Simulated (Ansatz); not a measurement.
# MoPbO4 (Wulfenite): the gap up the ladder of methods

Wanted: a ladder of band gaps for MoPbO4 (Wulfenite), from density functionals to G0W0.

Calculated with Ansatz 0.2.0; density functionals, hybrids and G0W0, plane waves, PAW.

### 1. Set-up

It takes space group I4_1/a (No. 88, tetragonal). The conventional cell has a = 5.431 Å, b = 5.431 Å, c = 12.107 Å, α = 90.00°, β = 90.00°, γ = 90.00°. Nearest to Mo lie 4 O at 1.77 Å. Nearest to Pb lie 8 O at 2.61 to 2.63 Å. O has 1 Mo at 1.77 Å and 2 Pb at 2.61 to 2.63 Å nearest. Farther neighbours and most contacts between anions are not listed.

Structure file:

```cif
data_structure
_symmetry_space_group_name_H-M 'P 1'
_symmetry_Int_Tables_number 1
_cell_length_a 7.1687
_cell_length_b 7.1687
_cell_length_c 7.1687
_cell_angle_alpha 135.480
_cell_angle_beta 135.480
_cell_angle_gamma 64.786
_cell_volume 178.56
loop_
_atom_site_label
_atom_site_type_symbol
_atom_site_fract_x
_atom_site_fract_y
_atom_site_fract_z
_atom_site_occupancy
Mo1 Mo 0.25000 0.75000 0.50000 1
Mo2 Mo 0.50000 0.50000 0.00000 1
Pb3 Pb 0.75000 0.25000 0.50000 1
Pb4 Pb 0.00000 0.00000 0.00000 1
O5 O 0.03230 0.90410 0.59860 1
O6 O 0.65410 0.55550 0.37180 1
O7 O 0.30550 0.43370 0.40140 1
O8 O 0.18370 0.28230 0.62820 1
O9 O 0.71770 0.34590 0.90140 1
O10 O 0.09590 0.69450 0.12820 1
O11 O 0.44450 0.81630 0.09860 1
O12 O 0.56630 0.96770 0.87180 1
```

The cell and positions come from the Crystallography Open Database and are kept as given unless a step says otherwise. Spin-orbit coupling is left out unless a step names it. The default PAW set here is soft_2. Its files were made with PBE.

### 2. r2SCAN on the 6×6×6 mesh

Levels along a band path and on the mesh show where this functional puts the band edges.

This step: DFT, r2SCAN, plane waves, PAW.

The input, input.yaml:

```yaml
crystal:
  lattice:
    - [-2.7156, 2.7156, 6.05325]
    - [2.7156, -2.7156, 6.05325]
    - [2.7156, 2.7156, -6.05325]
  atoms:
    - { symbol: Mo, position: [0.25, 0.75, 0.5] }
    - { symbol: Mo, position: [0.5, 0.5, 0.0] }
    - { symbol: Pb, position: [0.75, 0.25, 0.5] }
    - { symbol: Pb, position: [0.0, 0.0, 0.0] }
    - { symbol: O, position: [0.0323, 0.9041, 0.5986] }
    - { symbol: O, position: [0.6541, 0.5555, 0.3718] }
    - { symbol: O, position: [0.3055, 0.4337, 0.4014] }
    - { symbol: O, position: [0.1837, 0.2823, 0.6282] }
    - { symbol: O, position: [0.7177, 0.3459, 0.9014] }
    - { symbol: O, position: [0.0959, 0.6945, 0.1282] }
    - { symbol: O, position: [0.4445, 0.8163, 0.0986] }
    - { symbol: O, position: [0.5663, 0.9677, 0.8718] }
kpoints:
  mp_grid: { grid: [6, 6, 6] }
  band_path:
    path:
      - [[0.0, 0.0, 0.0], [0.0, 0.0, 0.5], [0.25, 0.25, 0.25], [0.0, 0.5, 0.0], [0.0, 0.0, 0.0], [0.5, 0.5, -0.5], [0.30031464, 0.69968536, -0.30031464]]
      - [[-0.30031464, 0.30031464, 0.30031464], [0.0, 0.0, 0.0]]
      - [[0.0, 0.0, 0.5], [-0.10062928, 0.10062928, 0.5]]
      - [[0.5, 0.5, -0.10062928], [0.5, 0.5, -0.5]]
    npoints: 10
hamiltonian:
  xc: r2scan
scf:
  occupations: { method: fermi_dirac, width: 0.02 }
  n_extra_bands: 8
output:
  eigenvalues: true
  write_density: true
  write_potential: true
  elf: true
  volumetric_format: npy
```

Run with:

```console
$ ansatz run input.yaml --threads 4 --pin off --max-ram 138240MiB --backend cuda --events-out ev --progress --plain --runs-dir out --devices 1 --max-vram 26GiB
```

Numbers of over 12 decimals in the logs are rounded to 6 here.

Output:

```text
scf.n_extra_bands = 8 over 52 filled bands (N_el = 104.0): the run solves 60 bands
GPUs: using 1 of 1 available (devices: 1).
Engine: ansatz 0.2.0, x86_64-unknown-linux-gnu
Pseudopotentials: kind: paw
Pseudopotential: Mo, paw, valence charge 14, recommended cutoff 500 eV (meta_gga), Mo.paw.azcp
Pseudopotential: Pb, paw, valence charge 14, recommended cutoff 500 eV (meta_gga), Pb.paw.azcp
Pseudopotential: O, paw, valence charge 6, recommended cutoff 500 eV (meta_gga), O.paw.azcp
Functional definition: r2SCAN
  parameter k0 = 0.174
  parameter k1 = 0.065
  parameter a1 = 4.9479
  exchange = r2scan_x(k0 = k0, k1 = k1, a1 = a1)
  correlation = r2scan_c
device memory: the entry about to start is reckoned to put 6.1 GiB on a device that reports 69.4 GiB free (of which the cap on the GPU budget leaves the run 26.0 GiB)
GPU FFT provider: cuFFT
GPU libraries: cuBLAS 13.8.2, cuFFT 12.4.0, cuSOLVER 12.3.4
Crystal: 12 atoms, lattice volume = 178.558 Å³
Basis set: ecut = 500 eV, 4499 PW (Γ), exchange–correlation on 216×216×216 points (64 copies of the dense FFT grid, shifted against one another)
Bands: 60, of which v1, the nominal top of the filled ones, is band 52 counted from 1 (51 counted from 0)
Symmetry: 8 space group operations
Space group: I41/a (ITA 88), of the structure as read, at distance tolerance 5.6e-5 Å
k-points: 36 of 216
Non-local potential: Mo, projectors of the file, l = 0: 3, l = 1: 2, l = 2: 2, l = 3: 1
Non-local potential: Pb, projectors of the file, l = 0: 2, l = 1: 2, l = 2: 2, l = 3: 2
Non-local potential: O, projectors of the file, l = 0: 2, l = 1: 2, l = 2: 1
PAW form: soft (Blöchl's): semilocal exchange-correlation on the pseudo side does not see the compensation charge
PAW frozen core: Mo, regenerated for the run's functional (the file was generated under x = pbe(κ = 0.804, μ = 0.219515), c = pbe(β = 0.066725))
PAW frozen core: Pb, regenerated for the run's functional (the file was generated under x = pbe(κ = 0.804, μ = 0.219515), c = pbe(β = 0.066725))
PAW frozen core: O, regenerated for the run's functional (the file was generated under x = pbe(κ = 0.804, μ = 0.219515), c = pbe(β = 0.066725))
PAW one-centre angular grid: Mo, 590 points (default); XC on 160 Gauss nodes
PAW one-centre angular grid: Pb, 590 points (default); XC on 160 Gauss nodes
PAW one-centre angular grid: O, 302 points (default); XC on 160 Gauss nodes
Initial density: superposition of atomic densities (neutral atoms: chi_scale 0, normalization atom), corrected by the library's trained network
Initial wavefunctions: pseudopotential atomic-orbital guess
GPU buffer pool allocated for 157464 grid points (all kernels)
GPU transforms: local potential and band sums: pruned to the plane-wave sphere, on 54×54×54
Functional: x = r2scan, c = r2scan; τ floored in thin density (d = 2e-4 eV/Å³)
SCF iter   1: F=—  HF=-38328.461231 eV  |F-HF|=—  |Δ(HF+E_count)|=         —  Δρ=1.49e-2  dr2=6.11e-1  dr2_τ=7.16e-1  ethr=1.77e-3  ⟨swp⟩=6.1  Hψ=8838  notcnv=0
preconditioner: auto → Resta (q_TF=auto, 2.493 Å⁻¹)  ε∞=4.8  [insulator: Δε(μ)=3.284 eV  Ē_g=13.346 eV  σ=0.020 eV  W_gap=1.00  n_scr=36 (ndim 8)  ℏωp=26.1 eV  f_vac=0.049  D(μ)=0.00/eV (n_scr^D=0)  ε∞_Penn≈4.8]
SCF iter   2: F=—  HF=-38328.466412 eV  |F-HF|=—  |Δ(HF+E_count)|=   5.18e-3  Δρ=8.27e-3  dr2=7.87e-2  dr2_τ=5.10e-2  ethr=5.87e-4  ⟨swp⟩=3.1  Hψ=3904  notcnv=0  defer=132
SCF iter   3: F=—  HF=-38328.456540 eV  |F-HF|=—  |Δ(HF+E_count)|=   9.87e-3  Δρ=2.86e-3  dr2=7.72e-3  dr2_τ=6.54e-4  ethr=7.56e-5  ⟨swp⟩=2.0  Hψ=3471  notcnv=0  defer=132
SCF iter   4: F=—  HF=-38328.455868 eV  |F-HF|=—  |Δ(HF+E_count)|=   6.72e-4  Δρ=8.18e-4  dr2=5.70e-4  dr2_τ=1.09e-4  ethr=7.43e-6  ⟨swp⟩=2.0  Hψ=3240  notcnv=0  defer=132
SCF iter   5: F=—  HF=-38328.455993 eV  |F-HF|=—  |Δ(HF+E_count)|=   1.25e-4  Δρ=1.24e-4  dr2=2.71e-5  dr2_τ=2.42e-6  ethr=5.48e-7  ⟨swp⟩=2.0  Hψ=2953  notcnv=0  defer=132
SCF iter   6: F=—  HF=-38328.456304 eV  |F-HF|=—  |Δ(HF+E_count)|=   3.11e-4  Δρ=2.41e-5  dr2=1.07e-6  dr2_τ=7.82e-8  ethr=2.61e-8  ⟨swp⟩=2.0  Hψ=3546  notcnv=0  defer=132
SCF iter   7: F=-38328.456304 eV  HF=-38328.456304 eV  |F-HF|=4.41e-9  |Δ(HF+E_count)|=   6.39e-7  Δρ=7.20e-6  dr2=9.99e-8  dr2_τ=4.96e-9  ethr=9.62e-11  ⟨swp⟩=10.0  Hψ=7567  notcnv=0
SCF 1 converged in 7 iterations: F = -38328.456304 eV  dr2 = 9.99e-8
[...]
device memory: the entry about to start is reckoned to put 11.3 GiB on a device that reports 73.4 GiB free (of which the cap on the GPU budget leaves the run 26.0 GiB)
NSCF: frozen V_eff on 94 k-points, pencils in batches of 32, up to order 264
SCF converged after 7 iterations
Free energy (F): -38328.456304 eV
Harris-Foulkes:  -38328.456304 eV  (|F-HF|=4.41e-9)
Internal energy: -38328.456304 eV  (E = F + TS)
E sigma→0 (E₀):  -38328.456304 eV
Fermi energy:    8.657524 eV
--- Per-component energies (eV) ---
  E_band       = -713.615297
  E_kinetic    = 2848.953223
  E_local      = -7776.782635  (includes V_loc(G=0)·N_el)
  E_nonlocal   = 1361.455668
  E_hartree    = 2818.691608
  E_xc         = -1358.653525
  E_vxc        = -1645.238263  (∫ρ·V_xc dr)
  E_paw        = -28568.230469  (= ΣΔE_a)
  E_vpaw       = -1249.646722  (= ΣTr[D̂ρ^β])
  E_aug_tail   = 0.008037  (compensation charges beyond the density's cutoff)
  E_vtau       = 110.246087  (kinetic-family band-sum trace: ∫τ·v_τ [+ j·A + Jᵃ·Aᵃ] dr)
  E_ewald      = -7655.131283
  E_core_change = 1.233070  (= ΣΔE_core)
  E_smearing   = -0.000000  (= −TS)
  E_closure    = -0.000000  (closes the sum)
  Σ components = -38328.456304   (vs F -38328.456304, Δ=0.00e0)
--- Band table (eV; the first three rows and the last of 36) ---
  k-point 0: bands = [... 48 lower, 6.1820, 6.2490, 6.2490, 6.3830, 10.4557, 10.8938, 11.1564, 11.3918, ... 4 higher]
  k-point 1: bands = [... 48 lower, 6.0017, 6.1099, 6.2263, 6.6151, 10.5249, 10.8802, 10.9198, 11.0858, ... 4 higher]
  k-point 2: bands = [... 48 lower, 5.7686, 6.0825, 6.3958, 7.1407, 10.5020, 10.7764, 10.8774, 11.1678, ... 4 higher]
  k-point 35: bands = [... 48 lower, 5.9962, 5.9962, 6.1617, 6.1617, 11.0029, 11.0029, 11.0955, 11.0955, ... 4 higher]
```

It took 5.4 s on 1 × NVIDIA H100 80GB HBM3 (shared by 3 runs) with 4 threads of AMD EPYC 7R13 (Zen 3), shared host; peak memory 1.6 GiB.

This step gave:

```
filled bands         : 52
gap                  : 3.013 eV
valence top at       : k = (0.000, 0.000, 0.400)
conduction bottom at : k = (-0.240, 0.240, 0.240)
least direct gap     : 3.131 eV
```

Over mesh and path the gap is 3.013 eV, from k = (0.000, 0.000, 0.400) to k = (-0.240, 0.240, 0.240). The least direct gap found is 3.131 eV, at k = (-0.240, 0.240, 0.240). On the 6×6×6 mesh alone the same run gives 3.035 eV, so that mesh misses an edge of r2SCAN: 3.035 − 3.013 = +0.022 eV.

### 3. r2SCAN+SOC on the 6×6×6 mesh

This run has two-component orbitals with spin-orbit coupling.

This step: DFT, r2SCAN with spin-orbit coupling, plane waves, PAW.

input.yaml, the sections that differ from step 2:

```yaml
kpoints:
  mp_grid: { grid: [6, 6, 6] }
  band_path:
    path:
      - [0.0, 0.0, 0.0]
      - [0.0, 0.0, 0.5]
      - [0.25, 0.25, 0.25]
      - [0.0, 0.5, 0.0]
      - [0.5, 0.5, -0.5]
      - [0.30031464, 0.69968536, -0.30031464]
      - [-0.30031464, 0.30031464, 0.30031464]
      - [-0.10062928, 0.10062928, 0.5]
      - [0.0, 0.0, 0.4]
      - [-0.240251712, 0.240251712, 0.240251712]
    npoints: 1
scf:
  occupations: { method: fixed }
  n_extra_bands: 16
magnetization:
  noncollinear: true
  spin_orbit: true
# crystal, hamiltonian, output: as in step 2
```

Output:

```text
[...]
GPUs: using 1 of 1 available (devices: 1).
[...]
non-collinear run that drives no moment, with spin-orbit: no starting moment large enough to seed its density (crystal.atoms[].spin), no starting occupations that ask for one, no magnetisation constraint and no magnetic field, so the semilocal B_xc is pinned to zero
[...]
GPU FFT provider: cuFFT
GPU libraries: cuBLAS 13.8.2, cuFFT 12.4.0, cuSOLVER 12.3.4
Crystal: 12 atoms, lattice volume = 178.558 Å³
Basis set: ecut = 500 eV, 4499 PW (Γ), exchange–correlation on 216×216×216 points (64 copies of the dense FFT grid, shifted against one another)
Bands: 120, of which v1, the nominal top of the filled ones, is band 104 counted from 1 (103 counted from 0)
Symmetry: 8 space group operations + 8 with time reversal
[...]
k-points: 36 of 216
Projection manifold: j_resolved (fully-relativistic pseudo-atomic orbitals)
[...]
site 7: m = (+0.0000, +0.0000, +0.0000) μB, |m| = 0.0000 μB  (R = 0.73 Å)
  site 8: m = (+0.0000, +0.0000, +0.0000) μB, |m| = 0.0000 μB  (R = 0.73 Å)
  site 9: m = (+0.0000, +0.0000, +0.0000) μB, |m| = 0.0000 μB  (R = 0.73 Å)
  site 10: m = (+0.0000, +0.0000, +0.0000) μB, |m| = 0.0000 μB  (R = 0.73 Å)
  site 11: m = (+0.0000, +0.0000, +0.0000) μB, |m| = 0.0000 μB  (R = 0.73 Å)
Free energy (F): -38249.293025 eV
[...]
Internal energy: -38249.293025 eV  (E = F + TS)
E sigma→0 (E₀):  -38249.293025 eV
Fermi energy:    7.136977 eV
[...]
--- Band table (eV; the first three rows and the last of 36) ---
  k-point 0: bands = [... 100 lower, 6.2382, 6.2382, 6.3723, 6.3723, 10.3396, 10.3396, 10.7828, 10.7828, ... 12 higher]
  k-point 1: bands = [... 100 lower, 6.2011, 6.2011, 6.6068, 6.6068, 10.3720, 10.3720, 10.7092, 10.7092, ... 12 higher]
  k-point 2: bands = [... 100 lower, 6.3869, 6.3869, 7.1370, 7.1370, 10.3415, 10.3415, 10.6542, 10.6542, ... 12 higher]
  k-point 35: bands = [... 100 lower, 6.1358, 6.1358, 6.1358, 6.1358, 10.9786, 10.9786, 10.9786, 10.9786, ... 12 higher]
[key lines of the parts left out:]
SCF converged after 9 iterations
Magnetization: |M| = 0.0000 μB,  M = (+0.0000, +0.0000, +0.0000) μB
```

The job ended after 19 s (1 × NVIDIA H100 80GB HBM3 (shared by 3 runs) with 4 threads; peak memory 2.3 GiB).

This step gave:

```yaml
gap: 2.877 eV
valence_top_at: k = (0.000, 0.000, 0.400)
conduction_bottom_at: k = (-0.240, 0.240, 0.240)
least_direct_gap: 2.997 eV
```

Over mesh and listed points the gap is 2.877 eV, from k = (0.000, 0.000, 0.400) to k = (-0.240, 0.240, 0.240). The least direct gap found is 2.997 eV, at k = (-0.240, 0.240, 0.240). On the 6×6×6 mesh alone the same run gives 2.903 eV, so that mesh misses an edge of r2SCAN+SOC: 2.903 − 2.877 = +0.026 eV. r2SCAN+SOC against r2SCAN: 2.877 − 3.013 = −0.136 eV, with the same mesh, set of files (read in its fully relativistic form for the spin-orbit run) and cutoff, and both edges at the same k points. The spin-orbit run sees mesh and listed points alone, so its gap is an upper bound: the coupling can move an edge off these points, and the change over the zone, its sign included where it is small, is not known.

### 4. HSE06 on the 4×4×4 mesh

HSE06 mixes in a quarter of exact exchange at short range.

This step: DFT, HSE06, plane waves, PAW.

Changes to input.yaml since step 3:

```diff
@@ -19,3 +19,3 @@
 kpoints:
-  mp_grid: { grid: [6, 6, 6] }
+  mp_grid: { grid: [4, 4, 4] }
   band_path:
@@ -34,9 +34,6 @@
 hamiltonian:
-  xc: r2scan
+  xc: hse06
 scf:
   occupations: { method: fixed }
-  n_extra_bands: 16
-magnetization:
-  noncollinear: true
-  spin_orbit: true
+  n_extra_bands: 8
 output:
```

Output:

```text
[...]
GPUs: using 1 of 1 available (devices: 1).
[...]
davidson cushion auto → on  (no smearing: the cushion is to keep the highest requested band from converging to the state above it; pin scf.eigensolver.cushion to override)
[...]
GPU FFT provider: cuFFT
GPU libraries: cuBLAS 13.8.2, cuFFT 12.4.0, cuSOLVER 12.3.4
Crystal: 12 atoms, lattice volume = 178.558 Å³
Basis set: ecut = 420 eV, 3469 PW (Γ)
[...]
Fermi energy:    6.680634 eV
[...]
--- Band table (eV; the first three rows and the last of 14) ---
  k-point 0: bands = [... 48 lower, 5.5473, 5.5473, 5.6473, 5.8358, 10.7902, 11.2455, 11.6040, 11.8489, ... 4 higher]
  k-point 1: bands = [... 48 lower, 5.1899, 5.4763, 5.5780, 6.4907, 10.9479, 10.9892, 11.2322, 11.5396, ... 4 higher]
  k-point 2: bands = [... 48 lower, 5.1565, 5.1565, 6.5075, 6.5075, 11.1756, 11.1756, 11.4412, 11.4412, ... 4 higher]
  k-point 13: bands = [... 48 lower, 5.3460, 5.3460, 5.4563, 5.4563, 11.4159, 11.4159, 11.4997, 11.4997, ... 4 higher]
[key lines of the parts left out:]
Free energy (F): -38274.652080 eV
```

The job ended after 53 s (1 × NVIDIA H100 80GB HBM3 (shared by 3 runs) with 4 threads; peak memory 1.9 GiB).

Numbers from this step:

```
gap                     : 3.767 eV
valence top at          : k = (0.000, 0.000, 0.400)
conduction bottom at    : k = (-0.240, 0.240, 0.240)
least direct gap        : 3.882 eV
exact-exchange fraction : 0.25
```

Over mesh and listed points the gap is 3.767 eV, from k = (0.000, 0.000, 0.400) to k = (-0.240, 0.240, 0.240). The least direct gap found is 3.882 eV, at k = (-0.240, 0.240, 0.240). On the 4×4×4 mesh alone the same run gives 3.807 eV, so that mesh misses an edge of HSE06: 3.807 − 3.767 = +0.040 eV. HSE06 against r2SCAN: 3.767 − 3.013 = +0.754 eV. The runs also differ in mesh (6×6×6 and 4×4×4) and plane-wave cutoff (500 eV and 420 eV), so how much of this comes from the functional alone is not known.

### 5. G0W0@r2SCAN, 4×4×4 mesh, 2654 empty bands, screening to 350 eV, hard PAW files

G0W0 replaces the xc potential by a self-energy built once from the orbitals of the start. Levels are corrected in the window of bands that the input names, at points of the mesh.

This step: G0W0 on r2SCAN, plane waves, PAW.

Changes to input.yaml since step 4:

```diff
@@ -20,25 +20,12 @@
   mp_grid: { grid: [4, 4, 4] }
-  band_path:
-    path:
-      - [0.0, 0.0, 0.0]
-      - [0.0, 0.0, 0.5]
-      - [0.25, 0.25, 0.25]
-      - [0.0, 0.5, 0.0]
-      - [0.5, 0.5, -0.5]
-      - [0.30031464, 0.69968536, -0.30031464]
-      - [-0.30031464, 0.30031464, 0.30031464]
-      - [-0.10062928, 0.10062928, 0.5]
-      - [0.0, 0.0, 0.4]
-      - [-0.240251712, 0.240251712, 0.240251712]
-    npoints: 1
 hamiltonian:
-  xc: hse06
+  xc: r2scan
+  pseudopotentials: { kind: paw, source: ansatz }
 scf:
   occupations: { method: fixed }
-  n_extra_bands: 8
-output:
-  eigenvalues: true
-  write_density: true
-  write_potential: true
-  elf: true
-  volumetric_format: npy
+gw:
+  n_empty_bands: 2654
+  ecut_chi: 350.0
+  qp_bands: [v4, c4]
+  qp_kpoints: band_edges
+  screening: { model: contour_deformation }
```

Output:

```text
GPUs: using 1 of 1 available (devices: 1).
[...]
GPU FFT provider: cuFFT
GPU libraries: cuBLAS 13.8.2, cuFFT 12.4.0, cuSOLVER 12.3.4
Crystal: 12 atoms, lattice volume = 178.558 Å³
Basis set: ecut = 1050 eV, 13731 PW (Γ), exchange–correlation on 360×360×360 points (64 copies of the dense FFT grid, shifted against one another)
Bands: 72, of which v1, the nominal top of the filled ones, is band 60 counted from 1 (59 counted from 0)
[...]
0    64     12.1383   -16.8920    -4.9832   -22.6470  0.7443    12.9211    12.9100  root
[...]
13    61     11.7483   -16.2942    -4.8810   -21.9691  0.7549    12.5520    12.5422  root
    13    62     11.7483   -16.2942    -4.8810   -21.9691  0.7549    12.5520    12.5422  root
    13    63     11.8417   -16.2123    -4.8105   -21.7808  0.7556    12.6089    12.5998  root
    13    64     11.8417   -16.2123    -4.8105   -21.7808  0.7556    12.6089    12.5998  root
[key lines of the parts left out:]
SCF converged after 10 iterations
Free energy (F): -45098.689766 eV
Fermi energy:    7.864856 eV
```

Wall time 14 min (1 × NVIDIA H100 80GB HBM3 (shared by 3 runs) with 4 threads); peak memory 30 GiB; 26 min of CPU time.

Numbers from this step:

| Property | Result |
| --- | --- |
| bands summed | 2714 |
| RPA ε∞ on this mesh (eigenvalues) | 4.313, 4.673, 4.673 |
| plane waves in the screening matrix | 2607 |
| G0W0 gap over the corrected points | 4.380 eV |
| k of the valence top | 0, 0.25, 0.25 |
| k of the conduction bottom | 0.25, -0.25, 0.25 |
| starting gap on the mesh | 3.057 eV |
| Z at the valence top | 0.7628 |
| Z at the conduction bottom | 0.7786 |
| least direct G0W0 gap over the corrected points | 4.463 eV |

Over all 14 irreducible mesh points the G0W0 gap is 4.380 eV, from k = (0.000, 0.250, 0.250) to k = (0.250, -0.250, 0.250). The r2SCAN gap of this run on the mesh is 3.057 eV. The two states that bound the G0W0 gap lie that far apart at the start, so the correction of the gap is 4.380 − 3.057 = +1.323 eV.

[end of part 1 of 2]

[Paths, hosts, dates, memory and timing lines, banners, echoed tables and standing remarks are left out of the program output.]

[Logs are printed without paths, hosts, clocks, repeated set-up lines and the standing remarks that a program may print on its own settings, such as how far it seeks lower states.]

[Runs of the session that timed out or met a known fault of the program may be left out.]

[Cells called generated may have been cut or substituted from an entry of the Crystallography Open Database or the Materials Project.]

[Hosts, paths, dates, database ids (printed as entryN), source tags and the programs' standing remarks are cut or masked in the printed files.]

[Where an RPA ε∞ is given, it is that of the G0W0 mesh and is not shown converged in it. Names of k-points follow the symmetry that the program found, which can be lower than the space group named. Band edges on a path are those of the sampled points; other points can move an edge, and change direct to indirect where valleys lie close.]

[Hybrid gaps are those of their k-mesh and are not shown converged in it.]
